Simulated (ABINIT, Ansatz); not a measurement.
An input for ABINIT 10.8.3 (TiO2 (Anatase)):

```
acell 3*1.0 Angstrom
rprim 
  -1.892100000000 1.892100000000 4.757300000000
  1.892100000000 -1.892100000000 4.757300000000
  1.892100000000 1.892100000000 -4.757300000000
ntypat 2
znucl 22 8
natom 6
typat 1 1 2 2 2 2
xred 
  0.000000000000 0.000000000000 0.000000000000
  0.750000000000 0.250000000000 0.500000000000
  0.208100000000 0.208100000000 0.000000000000
  0.958100000000 0.458100000000 0.500000000000
  0.541900000000 0.041900000000 0.500000000000
  0.791900000000 0.791900000000 0.000000000000
pp_dirpath "pseudos"
pseudos "Ti.upf, O.upf"
ecut 38
ngkpt 4 4 4
nshiftk 1
shiftk 0 0 0
kptopt 1
chksymbreak 0
iscf -2
irdden 1
istwfk *1
nband 249
nbdbuf 22
tolwfr 1e-09
nstep 60
prtvol 0
indata_prefix "in"
outdata_prefix "out"
tmpdata_prefix "tmp"
```

```sh
OMP_NUM_THREADS=1 mpirun -n 4 abinit run.abi > log
```

Q: Estimate wall time and host memory on 4 MPI ranks of Arm Neoverse V2, shared host.

It took 3.6 min; on shared hardware allow 1.8 min to 7.2 min. Peak host memory was 0.63 GiB.

[Paths, hosts, dates, memory and timing lines, banners, echoed tables and standing remarks are left out of the program output.]

[Logs are printed without paths, hosts, clocks, repeated set-up lines and the standing remarks that a program may print on its own settings, such as how far it seeks lower states.]

[Runs of the session that timed out or met a known fault of the program may be left out.]

[Hosts, paths, dates, database ids (printed as entryN), source tags and the programs' standing remarks are cut or masked in the printed files.]

[G0W0 gaps are taken among the corrected bands and points alone; a level outside them can change the order at an edge.]

[Where Ansatz stands beside ABINIT at settings called matched, ABINIT's density can come from a denser mesh and the files from another edition; pairs whose starting gaps differed by over 0.03 eV were left out, so agreement reads better than it is.]
